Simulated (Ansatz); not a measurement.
## N in place of C at several sites of (10,0) carbon nanotube bundle (120 atoms)

Aim: make N in place of C at several sites of (10,0) carbon nanotube bundle (120 atoms), relax each, and compare their energies.

Main program and level: Ansatz 0.2.0; Kohn-Sham DFT, PBE+D3(BJ), PAW (set soft_2), plane waves.

**1. Set-up**

The cell holds 120 atoms: 120 C. Its edges and angles: a = 11.130 Å, b = 11.130 Å, c = 12.783 Å, α = 90.0°, β = 90.0°, γ = 120.0°. It derives from C (graphene). Graphene sheet (a = 2.46 Å) rolled into a (10,0) tube of diameter 7.83 Å, 3 periods, hexagonal bundle with 3.3 Å between walls; then minimised and run for 3 ps at 300 K (NVT) with a classical potential, last frame taken.

**2. Single point at the start**

A single point comes first, to see the forces before anything moves.

Input file input.yaml:

```yaml
crystal:
  lattice:
    - [11.13042, 0.0, 0.0]
    - [-5.56521, 9.63923, 0.0]
    - [0.0, 0.0, 12.78253]
  atoms:
    - { symbol: C, position: [0.38314, 0.04909, 0.11356] }
    - { symbol: C, position: [0.40771, 0.16868, 0.05638] }
    - { symbol: C, position: [0.38455, 0.26413, 0.10965] }
    - { symbol: C, position: [0.34312, 0.3518, 0.05445] }
    - { symbol: C, position: [0.39795, 0.16937, 0.27769] }
    - { symbol: C, position: [0.38443, 0.27123, 0.21946] }
    - { symbol: C, position: [0.26836, 0.40755, 0.11298] }
    - { symbol: C, position: [0.15312, 0.405, 0.05423] }
    - { symbol: C, position: [0.35156, 0.35481, 0.27823] }
    - { symbol: C, position: [0.27248, 0.40879, 0.22537] }
    - { symbol: C, position: [0.03325, 0.36654, 0.11472] }
    - { symbol: C, position: [0.9052, 0.2904, 0.05611] }
    - { symbol: C, position: [0.16119, 0.40849, 0.27992] }
    - { symbol: C, position: [0.03507, 0.37286, 0.22592] }
    - { symbol: C, position: [0.79213, 0.19254, 0.11064] }
    - { symbol: C, position: [0.69525, 0.07464, 0.05632] }
    - { symbol: C, position: [0.91095, 0.29396, 0.28184] }
    - { symbol: C, position: [0.79498, 0.1956, 0.22193] }
    - { symbol: C, position: [0.62955, 0.95282, 0.11022] }
    - { symbol: C, position: [0.59582, 0.82473, 0.0545] }
    - { symbol: C, position: [0.69154, 0.07683, 0.27729] }
    - { symbol: C, position: [0.63167, 0.9501, 0.22165] }
    - { symbol: C, position: [0.59638, 0.71521, 0.11068] }
    - { symbol: C, position: [0.65299, 0.64424, 0.05897] }
    - { symbol: C, position: [0.59377, 0.82865, 0.27529] }
    - { symbol: C, position: [0.60701, 0.72437, 0.22167] }
    - { symbol: C, position: [0.74013, 0.60252, 0.11173] }
    - { symbol: C, position: [0.84549, 0.60195, 0.05661] }
    - { symbol: C, position: [0.66612, 0.65616, 0.27978] }
    - { symbol: C, position: [0.73853, 0.60127, 0.22186] }
    - { symbol: C, position: [0.96268, 0.62557, 0.11228] }
    - { symbol: C, position: [0.09039, 0.7005, 0.05813] }
    - { symbol: C, position: [0.84335, 0.59246, 0.27574] }
    - { symbol: C, position: [0.96869, 0.62893, 0.22316] }
    - { symbol: C, position: [0.21013, 0.79705, 0.11012] }
    - { symbol: C, position: [0.31835, 0.92212, 0.05339] }
    - { symbol: C, position: [0.09492, 0.69725, 0.2757] }
    - { symbol: C, position: [0.2151, 0.79597, 0.21961] }
    - { symbol: C, position: [0.29969, 0.91806, 0.27946] }
    - { symbol: C, position: [0.37036, 0.04534, 0.22626] }
    - { symbol: C, position: [0.35495, 0.04813, 0.44616] }
    - { symbol: C, position: [0.3927, 0.16599, 0.3892] }
    - { symbol: C, position: [0.3908, 0.2792, 0.4435] }
    - { symbol: C, position: [0.34547, 0.35666, 0.38933] }
    - { symbol: C, position: [0.40028, 0.17157, 0.61071] }
    - { symbol: C, position: [0.39421, 0.28065, 0.55612] }
    - { symbol: C, position: [0.26588, 0.40131, 0.44479] }
    - { symbol: C, position: [0.16038, 0.41538, 0.38865] }
    - { symbol: C, position: [0.34998, 0.36403, 0.60776] }
    - { symbol: C, position: [0.26983, 0.41237, 0.55472] }
    - { symbol: C, position: [0.03454, 0.37403, 0.44639] }
    - { symbol: C, position: [0.90459, 0.30209, 0.39092] }
    - { symbol: C, position: [0.16007, 0.41056, 0.61345] }
    - { symbol: C, position: [0.03556, 0.37626, 0.55802] }
    - { symbol: C, position: [0.79003, 0.19997, 0.44628] }
    - { symbol: C, position: [0.69267, 0.08359, 0.38788] }
    - { symbol: C, position: [0.908, 0.29809, 0.61042] }
    - { symbol: C, position: [0.79273, 0.19795, 0.55719] }
    - { symbol: C, position: [0.63959, 0.95496, 0.44086] }
    - { symbol: C, position: [0.59715, 0.83137, 0.38918] }
    - { symbol: C, position: [0.6917, 0.07797, 0.60985] }
    - { symbol: C, position: [0.62728, 0.94855, 0.55249] }
    - { symbol: C, position: [0.60984, 0.72419, 0.4478] }
    - { symbol: C, position: [0.65101, 0.64315, 0.39087] }
    - { symbol: C, position: [0.61505, 0.83725, 0.6116] }
    - { symbol: C, position: [0.61183, 0.72293, 0.55702] }
    - { symbol: C, position: [0.73817, 0.59756, 0.44271] }
    - { symbol: C, position: [0.84625, 0.59803, 0.38666] }
    - { symbol: C, position: [0.6604, 0.64439, 0.61111] }
    - { symbol: C, position: [0.7362, 0.59713, 0.55806] }
    - { symbol: C, position: [0.96419, 0.61988, 0.44085] }
    - { symbol: C, position: [0.09321, 0.70334, 0.3884] }
    - { symbol: C, position: [0.84326, 0.58782, 0.61066] }
    - { symbol: C, position: [0.96374, 0.62446, 0.55299] }
    - { symbol: C, position: [0.20432, 0.80373, 0.44385] }
    - { symbol: C, position: [0.30013, 0.92395, 0.39132] }
    - { symbol: C, position: [0.08788, 0.69184, 0.6115] }
    - { symbol: C, position: [0.19881, 0.80607, 0.55733] }
    [... 36 atom lines left out ...]
    - { symbol: C, position: [0.21313, 0.79867, 0.77732] }
    - { symbol: C, position: [0.2971, 0.92251, 0.72296] }
    - { symbol: C, position: [0.09306, 0.71245, 0.94559] }
    - { symbol: C, position: [0.21524, 0.7967, 0.89125] }
    - { symbol: C, position: [0.31914, 0.9202, 0.94283] }
    - { symbol: C, position: [0.38299, 0.0507, 0.88597] }
kpoints:
  mp_grid: { grid: [2, 2, 1] }
hamiltonian:
  xc: pbe
  dispersion: d3bj
scf:
  occupations: { method: fermi_dirac, width: 0.025 }
output:
  forces: true
```

Started as:

```sh
$ ansatz run input.yaml --threads 8 --pin off --max-ram 15872MiB --backend cpu --events-out ev --progress --plain --runs-dir out
```

Numbers of over 12 decimals in the logs are rounded to 6 here.

Output:

```text
[...]
Pseudopotentials: kind: paw
Pseudopotential: C, paw, valence charge 4, recommended cutoff 420 eV (normal), C.paw.azcp
[... 5 lines on functional and potentials left out ...]
Crystal: 120 atoms, lattice volume = 1371.421 Å³
Basis set: ecut = 420 eV, 26869 PW (Γ), exchange–correlation on 150×150×180 points (8 copies of the dense FFT grid, shifted against one another)
Bands: 360, of which v1, the nominal top of the filled ones, is band 240 counted from 1 (239 counted from 0)
Symmetry: 1 space group operations
Space group: P1 (ITA 1), of the structure as read, at distance tolerance 1.1e-4 Å
k-points: 4
[... 3 lines on functional and potentials left out ...]
Initial density: superposition of atomic densities (neutral atoms: chi_scale 0, normalization atom), corrected by the library's trained network
Initial wavefunctions: pseudopotential atomic-orbital guess
[...]
SCF iter   1: F=—  HF=-30104.780625 eV  |F-HF|=—  |Δ(HF+E_count)|=         —  Δρ=4.41e-3  dr2=2.60e-1  ethr=1.77e-3  ⟨swp⟩=6.2  Hψ=6397  notcnv=0  defer=390
preconditioner: auto → Resta (q_TF=auto, 2.290 Å⁻¹)  ε∞=3.1  [insulator: Δε(μ)=0.267 eV  Ē_g=15.080 eV  σ=0.025 eV  W_gap=0.99  n_scr=278 (ndim 8)  ℏωp=22.0 eV  f_vac=0.241  D(μ)=0.22/eV (n_scr^D=0)  ε∞_Penn≈3.1  vacuum switching on, ρ_ref=1.6e-2 e/Å³]
SCF iter   2: F=—  HF=-30104.825551 eV  |F-HF|=—  |Δ(HF+E_count)|=   4.49e-2  Δρ=2.30e-3  dr2=5.23e-2  ethr=5.41e-5  ⟨swp⟩=2.0  Hψ=2350  notcnv=0  defer=444
SCF iter   3: F=—  HF=-30104.852475 eV  |F-HF|=—  |Δ(HF+E_count)|=   2.69e-2  Δρ=8.27e-4  dr2=1.70e-2  ethr=1.09e-5  ⟨swp⟩=2.8  Hψ=1881  notcnv=0  defer=116
automatic band count: iteration 3 solves 278 bands in place of 360: the levels show a gap, and the empty bands left out lie too high to hold charge; the band table lists the bands solved (type scf.n_extra_bands for more)
SCF iter   4: F=—  HF=-30104.858451 eV  |F-HF|=—  |Δ(HF+E_count)|=   5.98e-3  Δρ=2.83e-4  dr2=3.07e-3  ethr=3.53e-6  ⟨swp⟩=2.0  Hψ=1554  notcnv=0  defer=116
SCF iter   5: F=—  HF=-30104.858582 eV  |F-HF|=—  |Δ(HF+E_count)|=   1.32e-4  Δρ=1.12e-4  dr2=1.68e-4  ethr=6.39e-7  ⟨swp⟩=2.0  Hψ=1530  notcnv=0  defer=116
[...]
SCF iter   9: F=—  HF=-30104.859449 eV  |F-HF|=—  |Δ(HF+E_count)|=   1.82e-7  Δρ=2.56e-6  dr2=2.91e-7  ethr=2.08e-11  ⟨swp⟩=4.0  Hψ=3788  notcnv=0
SCF iter  10: F=-30104.859449 eV  HF=-30104.859449 eV  |F-HF|=1.21e-9  |Δ(HF+E_count)|=   2.56e-8  Δρ=6.08e-7  dr2=5.63e-9  ethr=2.08e-11  ⟨swp⟩=3.0  Hψ=3710  notcnv=0
SCF 1 converged in 10 iterations: F = -30104.859449 eV  dr2 = 5.63e-9
[...]
SCF converged after 10 iterations
Free energy (F): -30104.859449 eV
Harris-Foulkes:  -30104.859449 eV  (|F-HF|=1.21e-9)
Internal energy: -30104.858757 eV  (E = F + TS)
E sigma→0 (E₀):  -30104.859103 eV
Entropy (-TS):   -0.000691 eV (-0.006 meV/atom)
Fermi energy:    4.573949 eV
--- Per-component energies (eV) ---
[...]
Σ components = -30104.859449   (vs F -30104.859449, Δ=0.00e0)
--- Forces (eV/Å), atoms counted from 1 ---
  atom   1  C     -0.30228631    -1.27882110    -0.72947908
  atom   2  C     -0.70776601    -0.26349323    -0.65372986
  atom   3  C     -1.28742118     2.59440400    -0.47720655
  atom   4  C     -0.38377037    -0.07007017     1.50474214
[...]
atom 120  C     -0.11618466    -0.11397881     0.85036852
  max |Σ_I F_I| component: 1.15e-5 eV/Å
```

The job ended after 19 s (8 threads of Arm Neoverse V2, shared host; peak memory 8.8 GiB; 2.5 min of CPU time).

Reading the cycles: dr2 is the Hartree energy of the density residual (eV), the measure of convergence; HF is the Harris–Foulkes estimate of the energy, which meets the free energy F at convergence.

The r.m.s. force at the start is 1.1 eV/Å.

**3. Relaxation**

The atoms are relaxed in the fixed cell, aiming at the force tolerance of the input.

Input file input.yaml:

```yaml
crystal:
  lattice:
    - [11.13042, 0.0, 0.0]
    - [-5.56521, 9.63923, 0.0]
    - [0.0, 0.0, 12.78253]
  atoms:
    [... the 120 atom lines of step 2 ...]
kpoints:
  mp_grid: { grid: [2, 2, 1] }
hamiltonian:
  xc: pbe
  dispersion: d3bj
scf:
  occupations: { method: fermi_dirac, width: 0.025 }
output:
  forces: true
relax:
  f_tol: 0.05
  max_steps: 120
```

Output:

```text
[...]
Crystal: 120 atoms, lattice volume = 1371.421 Å³
Basis set: ecut = 420 eV, 26869 PW (Γ), exchange–correlation on 150×150×180 points (8 copies of the dense FFT grid, shifted against one another)
Bands: 360, of which v1, the nominal top of the filled ones, is band 240 counted from 1 (239 counted from 0)
Symmetry: 1 space group operations
[...]
k-points: 4
[...]
SCF iter   1: F=—  HF=-30104.780625 eV  |F-HF|=—  |Δ(HF+E_count)|=         —  Δρ=4.41e-3  dr2=2.60e-1  ethr=1.77e-3  ⟨swp⟩=6.2  Hψ=6397  notcnv=0  defer=390
[...]
SCF iter   5: F=—  HF=-30104.859340 eV  |F-HF|=—  |Δ(HF+E_count)|=   1.00e-4  Δρ=1.12e-4  dr2=1.72e-4  ethr=6.82e-7  ⟨swp⟩=2.8  Hψ=2188  notcnv=0  defer=444
SCF iter   6: F=-30104.859430 eV  HF=-30104.859439 eV  |F-HF|=9.47e-6  |Δ(HF+E_count)|=   9.98e-5  Δρ=3.85e-5  dr2=3.75e-5  ethr=1.30e-8  ⟨swp⟩=2.0  Hψ=4076  notcnv=0
SCF 1 converged in 6 iterations: F = -30104.859430 eV  dr2 = 3.75e-5
[...]
relax step   1: F+E_penalty+E_count = -30104.85942996 eV  Δ(F+E_penalty+E_count) = +0.000e0 eV  max|allowed force component| = 3.137e0 eV/Å  Δτ_max = 0.0000 Å  (6 SCF iters, dr2 threshold 6.25e-5 eV, accepted)
[...]
relax step   2: F+E_penalty+E_count = -30109.34570421 eV  Δ(F+E_penalty+E_count) = -4.486e0 eV  max|allowed force component| = 1.520e0 eV/Å  Δτ_max = 0.1921 Å  (7 SCF iters, dr2 threshold 1.00e-4 eV, accepted)
[...]
relax step   3: F+E_penalty+E_count = -30110.01508987 eV  Δ(F+E_penalty+E_count) = -6.694e-1 eV  max|allowed force component| = 1.041e-1 eV/Å  Δτ_max = 0.0902 Å  (6 SCF iters, dr2 threshold 1.00e-4 eV, accepted)
[...]
relax step   4: F+E_penalty+E_count = -30110.02285391 eV  Δ(F+E_penalty+E_count) = -7.764e-3 eV  max|allowed force component| = 1.312e-2 eV/Å  Δτ_max = 0.0158 Å  (8 SCF iters, accepted)
SCF converged after 8 iterations
Free energy (F): -30110.022854 eV
[...]
Internal energy: -30110.020631 eV  (E = F + TS)
E sigma→0 (E₀):  -30110.021743 eV
Entropy (-TS):   -0.002223 eV (-0.019 meV/atom)
Fermi energy:    4.611212 eV
[...]
Σ components = -30110.022854   (vs F -30110.022854, Δ=0.00e0)
--- Forces (eV/Å), atoms counted from 1 ---
  atom   1  C     -0.00147652     0.00653824    -0.00035727
  atom   2  C     -0.00453147     0.00213140    -0.00279372
  atom   3  C      0.00310025    -0.00097707    -0.00019526
  atom   4  C      0.00224176     0.00274381     0.00535068
[...]
atom 120  C     -0.00176422    -0.00450278     0.00531072
  max |Σ_I F_I| component: 8.96e-5 eV/Å
--- Relaxed structure (4 steps of the walk, 4 accepted, 0 SCFs on fresh bases) ---
  F+E_penalty+E_count = -30110.02285391 eV   max|allowed force component| = 1.312e-2 eV/Å
  atoms:
    - { symbol: C, position: [0.378650, 0.050416, 0.110936] }
    - { symbol: C, position: [0.408743, 0.173422, 0.055766] }
    - { symbol: C, position: [0.398027, 0.278786, 0.110907] }
    - { symbol: C, position: [0.348509, 0.356416, 0.055726] }
[...]
- { symbol: C, position: [0.378734, 0.050480, 0.889058] }
```

The job ended after 69 s (8 threads; peak memory 8.8 GiB; 9 min of CPU time).

The relaxation converged after 4 steps, 5.16 eV below its start, with a largest force component of 0.013 eV/Å.

[end of part 1 of 2]

[Logs are printed without paths, hosts, clocks, repeated set-up lines and the standing remarks that a program may print on its own settings, such as how far it seeks lower states.]

[Hosts, paths, dates, database ids (printed as entryN), source tags and the programs' standing remarks are cut or masked in the printed files.]
